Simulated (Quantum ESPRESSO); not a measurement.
# MnSi: energy against a fixed spin moment

How stiff is the total moment of MnSi, and does E(M) have further minima?

Method: PBE; plane waves with GBRV 1.5 PBE potentials, no spin-orbit coupling, in Quantum ESPRESSO 7.5.

### 1. Set-up

It takes space group P2_13 (No. 198, cubic). Conventional cell: a = 4.558 Å, b = 4.558 Å, c = 4.558 Å, α = 90.00°, β = 90.00°, γ = 90.00°. Nearest to Mn lie 7 Si at 2.31 to 2.55 Å. Si has 7 Mn at 2.31 to 2.55 Å nearest. Farther neighbours are not listed.

The lattice constants were typed from memory of published values and not checked against a source.

### 2. The free run

The input, pw.in:

```
&CONTROL
  calculation = 'scf'
  prefix = 'pwscf'
  outdir = './tmp'
  pseudo_dir = './pseudo'
  disk_io = 'nowf'
/
&SYSTEM
  ibrav = 0
  celldm(1) = 8
  nat = 8
  ntyp = 2
  ecutwfc = 40
  ecutrho = 280
  nbnd = 57
  occupations = 'smearing'
  smearing = 'fd'
  degauss = 0.00367493
  nspin = 2
  starting_magnetization(1) = 0.2333
  starting_magnetization(2) = 0
/
&ELECTRONS
  conv_thr = 1.6d-08
  electron_maxstep = 150
  mixing_beta = 0.3
/
ATOMIC_SPECIES
Mn     54.9380 mn_pbe_v1.5.uspp.F.UPF
Si     28.0850 si_pbe_v1.uspp.F.UPF
CELL_PARAMETERS alat
   1.0766714595055    0.0000000000000    0.0000000000000
   0.0000000000000    1.0766714595055    0.0000000000000
   0.0000000000000    0.0000000000000    1.0766714595055
ATOMIC_POSITIONS crystal
Mn      0.1370000000    0.1370000000    0.1370000000
Mn      0.6370000000    0.3630000000    0.8630000000
Mn      0.8630000000    0.6370000000    0.3630000000
Mn      0.3630000000    0.8630000000    0.6370000000
Si      0.8450000000    0.8450000000    0.8450000000
Si      0.3450000000    0.6550000000    0.1550000000
Si      0.1550000000    0.3450000000    0.6550000000
Si      0.6550000000    0.1550000000    0.3450000000
K_POINTS automatic
6 6 6 0 0 0
```

Command:

```sh
OMP_NUM_THREADS=1 mpirun -n 4 pw.x -nk 4 -in pw.in > pw.out
```

Output:

```text
Program PWSCF v.7.5 starts

     Message from routine setup:
     using ibrav=0 with symmetry is DISCOURAGED, use correct ibrav instead

     K-points division:     npool     =       4
     Subspace diagonalization in iterative solution of the eigenvalue problem:

     G-vector sticks info
     --------------------
     sticks:   dense  smooth     PW     G-vecs:    dense   smooth      PW
     Sum        1649     949    293                50685    21879    3695

     Using Slab Decomposition

     bravais-lattice index     =            0
     lattice parameter (alat)  =       8.0000  a.u.
     unit-cell volume          =     639.0275 (a.u.)^3
     number of atoms/cell      =            8
     number of atomic types    =            2
     number of electrons       =        76.00
     number of Kohn-Sham states=           57
     kinetic-energy cutoff     =      40.0000  Ry
     charge density cutoff     =     280.0000  Ry
     scf convergence threshold =      1.6E-08
     mixing beta               =       0.3000
     number of iterations used =            8  plain     mixing
     Exchange-correlation= SLA  PW   PBE  PBE
                           (   1   4   3   4   0   0   0)

     celldm(1)=   8.000000  celldm(2)=   0.000000  celldm(3)=   0.000000
     celldm(4)=   0.000000  celldm(5)=   0.000000  celldm(6)=   0.000000

     crystal axes: (cart. coord. in units of alat)
               a(1) = (   1.076671   0.000000   0.000000 )
               a(2) = (   0.000000   1.076671   0.000000 )
               a(3) = (   0.000000   0.000000   1.076671 )

     reciprocal axes: (cart. coord. in units 2 pi/alat)
               b(1) = (  0.928788  0.000000  0.000000 )
               b(2) = (  0.000000  0.928788  0.000000 )
               b(3) = (  0.000000  0.000000  0.928788 )

     PseudoPot. # 1 for Mn read from file:
     mn_pbe_v1.5.uspp.F.UPF
     Pseudo is Ultrasoft + core correction, Zval = 15.0
     Generated by new atomic code, or converted to UPF format
     Using radial grid of  859 points,  6 beta functions with:
                l(1) =   0
                l(2) =   0
                l(3) =   1
                l(4) =   1
                l(5) =   2
                l(6) =   2
     Q(r) pseudized with  8 coefficients,  rinner =    0.950   0.950   0.950
                                                       0.950   0.950

     PseudoPot. # 2 for Si read from file:
     si_pbe_v1.uspp.F.UPF
     Pseudo is Ultrasoft + core correction, Zval =  4.0
     Generated by new atomic code, or converted to UPF format
     Using radial grid of  899 points,  6 beta functions with:
                l(1) =   0
                l(2) =   0
                l(3) =   1
                l(4) =   1
                l(5) =   2
                l(6) =   2
     Q(r) pseudized with  8 coefficients,  rinner =    0.900   0.900   0.900
                                                       0.900   0.900

     atomic species   valence    mass     pseudopotential
     Mn               15.00    54.93800     Mn( 1.00)
     Si                4.00    28.08500     Si( 1.00)

     Starting magnetic structure
     atomic species   magnetization
     Mn              0.233
     Si              0.000

     12 Sym. Ops. (no inversion) found ( 9 have fractional translation)

   Cartesian axes

     site n.     atom                  positions (alat units)
         1        Mn     tau(   1) = (   0.1475040   0.1475040   0.1475040  )
         2        Mn     tau(   2) = (   0.6858397   0.3908317   0.9291675  )
         3        Mn     tau(   3) = (   0.9291675   0.6858397   0.3908317  )
         4        Mn     tau(   4) = (   0.3908317   0.9291675   0.6858397  )
         5        Si     tau(   5) = (   0.9097874   0.9097874   0.9097874  )
         6        Si     tau(   6) = (   0.3714517   0.7052198   0.1668841  )
         7        Si     tau(   7) = (   0.1668841   0.3714517   0.7052198  )
         8        Si     tau(   8) = (   0.7052198   0.1668841   0.3714517  )

     number of k points=    24  Fermi-Dirac smearing, width (Ry)=  0.0037
                       cart. coord. in units 2pi/alat
        k(    1) = (   0.0000000   0.0000000   0.0000000), wk =   0.0046296
        k(    2) = (   0.0000000   0.0000000   0.1547981), wk =   0.0277778
        k(    3) = (   0.0000000   0.0000000   0.3095961), wk =   0.0277778
        k(    4) = (   0.0000000   0.0000000  -0.4643942), wk =   0.0138889
        k(    5) = (   0.0000000   0.1547981   0.1547981), wk =   0.0555556
        [... 19 further k-points ...]

     Dense  grid:    50685 G-vectors     FFT dimensions: (  48,  48,  48)

     Smooth grid:    21879 G-vectors     FFT dimensions: (  36,  36,  36)

     Check: negative core charge=   -0.000039
     Generating pointlists ...
     new r_m :   0.2246 (alat units)  1.7970 (a.u.) for type    1
     new r_m :   0.2246 (alat units)  1.7970 (a.u.) for type    2

     Initial potential from superposition of free atoms

     starting charge      73.9970, renormalised to      76.0000
     Starting wfcs are   68 randomized atomic wfcs

     Self-consistent Calculation

     iteration #  1     ecut=    40.00 Ry     beta= 0.30
     Davidson diagonalization with overlap
     ethr =  1.00E-02,  avg # of iterations =  4.5

     total energy              =    -881.37344912 Ry
     estimated scf accuracy    <       7.35899025 Ry

     total magnetization       =     6.49 Bohr mag/cell
     absolute magnetization    =     7.73 Bohr mag/cell

     iteration #  2     ecut=    40.00 Ry     beta= 0.30
     Davidson diagonalization with overlap
     ethr =  9.68E-03,  avg # of iterations =  2.3

     total energy              =    -882.95534778 Ry
     estimated scf accuracy    <       3.61763473 Ry

     total magnetization       =     8.05 Bohr mag/cell
     absolute magnetization    =     9.34 Bohr mag/cell

     iteration #  3     ecut=    40.00 Ry     beta= 0.30
     Davidson diagonalization with overlap
     ethr =  4.76E-03,  avg # of iterations =  1.1

     total energy              =    -883.44062885 Ry
     estimated scf accuracy    <       0.10697505 Ry

     total magnetization       =     7.90 Bohr mag/cell
     absolute magnetization    =     9.31 Bohr mag/cell

     [... further iterations left out ...]

     iteration # 24     ecut=    40.00 Ry     beta= 0.30
     Davidson diagonalization with overlap
     ethr =  3.17E-10,  avg # of iterations =  2.1

     total energy              =    -883.48753174 Ry
     estimated scf accuracy    <       0.00000129 Ry

     total magnetization       =     3.97 Bohr mag/cell
     absolute magnetization    =     4.69 Bohr mag/cell

     iteration # 25     ecut=    40.00 Ry     beta= 0.30
     Davidson diagonalization with overlap
     ethr =  3.17E-10,  avg # of iterations =  3.0

     total energy              =    -883.48753238 Ry
     estimated scf accuracy    <       0.00000005 Ry

     total magnetization       =     3.97 Bohr mag/cell
     absolute magnetization    =     4.68 Bohr mag/cell

     iteration # 26     ecut=    40.00 Ry     beta= 0.30
     Davidson diagonalization with overlap
     ethr =  6.96E-11,  avg # of iterations =  2.6

     total energy              =    -883.48753250 Ry
     estimated scf accuracy    <       0.00000004 Ry

     total magnetization       =     3.97 Bohr mag/cell
     absolute magnetization    =     4.68 Bohr mag/cell

     iteration # 27     ecut=    40.00 Ry     beta= 0.30
     Davidson diagonalization with overlap
     ethr =  5.32E-11,  avg # of iterations =  2.4

     Magnetic moment per site  (integrated on atomic sphere of radius R)
     atom   1 (R=0.225)  charge= 12.9916  magn=  1.0182
     atom   2 (R=0.225)  charge= 12.9916  magn=  1.0182
     atom   3 (R=0.225)  charge= 12.9916  magn=  1.0182
     atom   4 (R=0.225)  charge= 12.9916  magn=  1.0182
     atom   5 (R=0.225)  charge=  1.7525  magn= -0.0458
     atom   6 (R=0.225)  charge=  1.7525  magn= -0.0458
     atom   7 (R=0.225)  charge=  1.7525  magn= -0.0458
     atom   8 (R=0.225)  charge=  1.7525  magn= -0.0458

     End of self-consistent calculation

     [... lines left out ...]
     the Fermi energy is    15.5147 ev

!    total energy              =    -883.48753254 Ry
     estimated scf accuracy    <          3.6E-09 Ry
     smearing contrib. (-TS)   =      -0.00331252 Ry
     internal energy E=F+TS    =    -883.48422002 Ry

     The total energy is F=E-TS. E is the sum of the following terms:
     one-electron contribution =    -463.03732775 Ry
     hartree contribution      =     272.46918566 Ry
     xc contribution           =    -124.06888876 Ry
     ewald contribution        =    -568.84718916 Ry

     total magnetization       =     3.97 Bohr mag/cell
     absolute magnetization    =     4.68 Bohr mag/cell

     convergence has been achieved in  27 iterations

=------------------------------------------------------------------------------=
   JOB DONE.
=------------------------------------------------------------------------------=
```

Elapsed: 92 s, on 4 MPI ranks of Arm Neoverse V2, shared host; peak memory 0.59 GiB.

Spin moment in the atom's sphere by atom:

| atom | spin moment in the atom's sphere (μB) |
| --- | --- |
| Mn1 | 1.02 |
| Mn2 | 1.02 |
| Mn3 | 1.02 |
| Mn4 | 1.02 |
| Si5 | -0.05 |
| Si6 | -0.05 |
| Si7 | -0.05 |
| Si8 | -0.05 |

Numbers from this step:

* smearing term TS: 0.04507 eV
* magnetization: 3.969 μB
* absolute magnetization: 4.681 μB
* final state: ferromagnetic

### 3. Moment fixed at 0 μB

The two spin channels are filled to separate Fermi energies, so that the total moment meets the target. Half of the up one less the down one is the slope dE/dM.

Changes to pw.in since step 2:

```diff
@@ -14,3 +14,3 @@
   ecutrho = 280
-  nbnd = 57
+  nbnd = 54
   occupations = 'smearing'
@@ -19,4 +19,5 @@
   nspin = 2
-  starting_magnetization(1) = 0.2333
+  starting_magnetization(1) = 0.0117
   starting_magnetization(2) = 0
+  tot_magnetization = 0
 /
```

Output:

```text
     [... lines left out ...]
Program PWSCF v.7.5 starts
     [... lines left out ...]
     number of atoms/cell      =            8
     [... lines left out ...]
     number of electrons       =        76.00 (up:  38.00, down:  38.00)
     number of Kohn-Sham states=           54
     kinetic-energy cutoff     =      40.0000  Ry
     charge density cutoff     =     280.0000  Ry
     scf convergence threshold =      1.6E-08
     [... lines left out ...]
     12 Sym. Ops. (no inversion) found ( 9 have fractional translation)
     [... lines left out ...]
     number of k points=    24  Fermi-Dirac smearing, width (Ry)=  0.0037
     [... lines left out ...]
     iteration # 13     ecut=    40.00 Ry     beta= 0.30
     [... lines left out ...]
     Magnetic moment per site  (integrated on atomic sphere of radius R)
     atom   1 (R=0.225)  charge= 12.9931  magn=  0.0000
     atom   2 (R=0.225)  charge= 12.9931  magn=  0.0000
     atom   3 (R=0.225)  charge= 12.9931  magn=  0.0000
     atom   4 (R=0.225)  charge= 12.9931  magn=  0.0000
     atom   5 (R=0.225)  charge=  1.7500  magn= -0.0000
     atom   6 (R=0.225)  charge=  1.7500  magn= -0.0000
     atom   7 (R=0.225)  charge=  1.7500  magn= -0.0000
     atom   8 (R=0.225)  charge=  1.7500  magn= -0.0000
     [... lines left out ...]
     the spin up/dw Fermi energies are    15.4029   15.4029 ev
!    total energy              =    -883.46882435 Ry
     estimated scf accuracy    <          6.2E-10 Ry
     smearing contrib. (-TS)   =      -0.00643490 Ry
     [... lines left out ...]
     total magnetization       =    -0.00 Bohr mag/cell
     absolute magnetization    =     0.00 Bohr mag/cell
     convergence has been achieved in  13 iterations
```

The job ended after 44 s (4 MPI ranks; peak memory 0.58 GiB; 2.9 min of CPU time).

This step gave:

```yaml
magnetization: 0 μB
absolute_magnetization: 0 μB
half_the_difference_of_the_two_fermi_energies: 0 meV
largest_moment: 0 μB
```

### 4. Moment fixed at 0.708 μB

Changes to pw.in since step 3:

```diff
@@ -19,5 +19,5 @@
   nspin = 2
-  starting_magnetization(1) = 0.0117
+  starting_magnetization(1) = 0.0118
   starting_magnetization(2) = 0
-  tot_magnetization = 0
+  tot_magnetization = 0.708
 /
```

Output:

```text
     [... lines left out ...]
Program PWSCF v.7.5 starts
     [... lines left out ...]
     number of atoms/cell      =            8
     [... lines left out ...]
     number of electrons       =        76.00 (up:  38.35, down:  37.65)
     number of Kohn-Sham states=           54
     kinetic-energy cutoff     =      40.0000  Ry
     charge density cutoff     =     280.0000  Ry
     scf convergence threshold =      1.6E-08
     [... lines left out ...]
     12 Sym. Ops. (no inversion) found ( 9 have fractional translation)
     [... lines left out ...]
     number of k points=    24  Fermi-Dirac smearing, width (Ry)=  0.0037
     [... lines left out ...]
     iteration # 13     ecut=    40.00 Ry     beta= 0.30
     [... lines left out ...]
     Magnetic moment per site  (integrated on atomic sphere of radius R)
     atom   1 (R=0.225)  charge= 12.9931  magn=  0.1871
     atom   2 (R=0.225)  charge= 12.9931  magn=  0.1871
     atom   3 (R=0.225)  charge= 12.9931  magn=  0.1871
     atom   4 (R=0.225)  charge= 12.9931  magn=  0.1871
     atom   5 (R=0.225)  charge=  1.7501  magn= -0.0099
     atom   6 (R=0.225)  charge=  1.7501  magn= -0.0099
     atom   7 (R=0.225)  charge=  1.7501  magn= -0.0099
     atom   8 (R=0.225)  charge=  1.7501  magn= -0.0099
     [... lines left out ...]
     the spin up/dw Fermi energies are    15.3660   15.4439 ev
!    total energy              =    -883.46983626 Ry
     estimated scf accuracy    <       0.00000001 Ry
     smearing contrib. (-TS)   =      -0.00641442 Ry
     [... lines left out ...]
     total magnetization       =     0.71 Bohr mag/cell
     absolute magnetization    =     0.87 Bohr mag/cell
     convergence has been achieved in  13 iterations
```

Run time: 43 s. Hardware: 4 MPI ranks; peak memory 0.51 GiB; 2.9 min of CPU time.

Spin moment in the atom's sphere by atom:

| atom | spin moment in the atom's sphere (μB) |
| --- | --- |
| Mn1 | 0.187 |
| Mn2 | 0.187 |
| Mn3 | 0.187 |
| Mn4 | 0.187 |
| Si5 | -0.010 |
| Si6 | -0.010 |
| Si7 | -0.010 |
| Si8 | -0.010 |

Numbers from this step:

| Item | Value |
| --- | --- |
| magnetization | 0.708 μB |
| absolute magnetization | 0.87 μB |
| half the difference of the two Fermi energies | -38.9 meV |

### 5. Moment fixed at 1.415 μB

Changes to pw.in since step 4:

```diff
@@ -19,5 +19,5 @@
   nspin = 2
-  starting_magnetization(1) = 0.0118
+  starting_magnetization(1) = 0.0236
   starting_magnetization(2) = 0
-  tot_magnetization = 0.708
+  tot_magnetization = 1.415
 /
```

Output:

```text
     [... lines left out ...]
Program PWSCF v.7.5 starts
     [... lines left out ...]
     number of atoms/cell      =            8
     [... lines left out ...]
     number of electrons       =        76.00 (up:  38.71, down:  37.29)
     number of Kohn-Sham states=           54
     kinetic-energy cutoff     =      40.0000  Ry
     charge density cutoff     =     280.0000  Ry
     scf convergence threshold =      1.6E-08
     [... lines left out ...]
     12 Sym. Ops. (no inversion) found ( 9 have fractional translation)
     [... lines left out ...]
     number of k points=    24  Fermi-Dirac smearing, width (Ry)=  0.0037
     [... lines left out ...]
     iteration # 12     ecut=    40.00 Ry     beta= 0.30
     [... lines left out ...]
     Magnetic moment per site  (integrated on atomic sphere of radius R)
     atom   1 (R=0.225)  charge= 12.9930  magn=  0.3735
     atom   2 (R=0.225)  charge= 12.9930  magn=  0.3735
     atom   3 (R=0.225)  charge= 12.9930  magn=  0.3735
     atom   4 (R=0.225)  charge= 12.9930  magn=  0.3735
     atom   5 (R=0.225)  charge=  1.7503  magn= -0.0197
     atom   6 (R=0.225)  charge=  1.7503  magn= -0.0197
     atom   7 (R=0.225)  charge=  1.7503  magn= -0.0197
     atom   8 (R=0.225)  charge=  1.7503  magn= -0.0197
     [... lines left out ...]
     the spin up/dw Fermi energies are    15.3352   15.4864 ev
!    total energy              =    -883.47283987 Ry
     estimated scf accuracy    <          3.9E-09 Ry
     smearing contrib. (-TS)   =      -0.00597476 Ry
     [... lines left out ...]
     total magnetization       =     1.41 Bohr mag/cell
     absolute magnetization    =     1.74 Bohr mag/cell
     convergence has been achieved in  12 iterations
```

The job ended after 40 s (4 MPI ranks; peak memory 0.48 GiB; 2.7 min of CPU time).

Numbers from this step:

- magnetization: 1.415 μB
- absolute magnetization: 1.736 μB
- half the difference of the two Fermi energies: -75.6 meV
- largest moment: 0.3735 μB

### 6. The curve

The runs not shown differ in the target, the start and the number of states alone. The point at 3.97 μB is the free run, entered with slope zero.

Energy over the lowest against total spin moment:

| total spin moment (μB a cell) | energy over the lowest (meV a cell) |
| --- | --- |
| 0.00 | 255 |
| 0.71 | 241 |
| 1.42 | 200 |
| 2.12 | 137 |
| 2.83 | 69.1 |
| 3.54 | 15.8 |
| 3.97 | 0 |
| 4.25 | 10.0 |
| 4.95 | 53.4 |
| 5.66 | 103 |
| 6.37 | 163 |

Table of dE/dM by total spin moment:

| total spin moment (μB a cell) | dE/dM (meV/μB) |
| --- | --- |
| 0.00 | -0.0271 |
| 0.71 | -38.9 |
| 1.42 | -75.6 |
| 2.12 | -97.4 |
| 2.83 | -90.0 |
| 3.54 | -56.7 |
| 3.97 | 0 |
| 4.25 | 54.2 |
| 4.95 | 63.9 |
| 5.66 | 78.1 |
| 6.37 | 89.3 |

The largest site moment by total spin moment:

| total spin moment (μB a cell) | largest site moment (μB) |
| --- | --- |
| 0.00 | 2.3e-5 |
| 0.71 | 0.187 |
| 1.42 | 0.373 |
| 2.12 | 0.559 |
| 2.83 | 0.741 |
| 3.54 | 0.915 |
| 3.97 | 1.02 |
| 4.25 | 1.09 |
| 4.95 | 1.27 |
| 5.66 | 1.45 |
| 6.37 | 1.63 |

### 7. Results

| Property | Result |
| --- | --- |
| moment of the free run | 3.97 μB a cell |
| energy at zero total moment | 255 meV a cell over the lowest |
| ΔE/ΔM² from the lowest point to 4.25 and to 3.54 μB | 131 and 85 meV/μB² |

**Reading.** At zero total moment the site moments vanish, so the 255 meV a cell is the energy of forming them. The points show one minimum alone. All runs start parallel; opposed orders may lie lower.

[Logs and program files are shortened in this print: banners, set-up blocks, solver, clock and traceback lines can be left out without a mark of their own.]

[Logs are printed without paths, hosts, clocks, repeated set-up lines and the standing remarks that a program may print on its own settings, such as how far it seeks lower states.]

[Hosts, paths, dates, database ids (printed as entryN), source tags and the programs' standing remarks are cut or masked in the printed files.]

[Where a cell is said to come from a database of computed structures, the database is the Materials Project.]
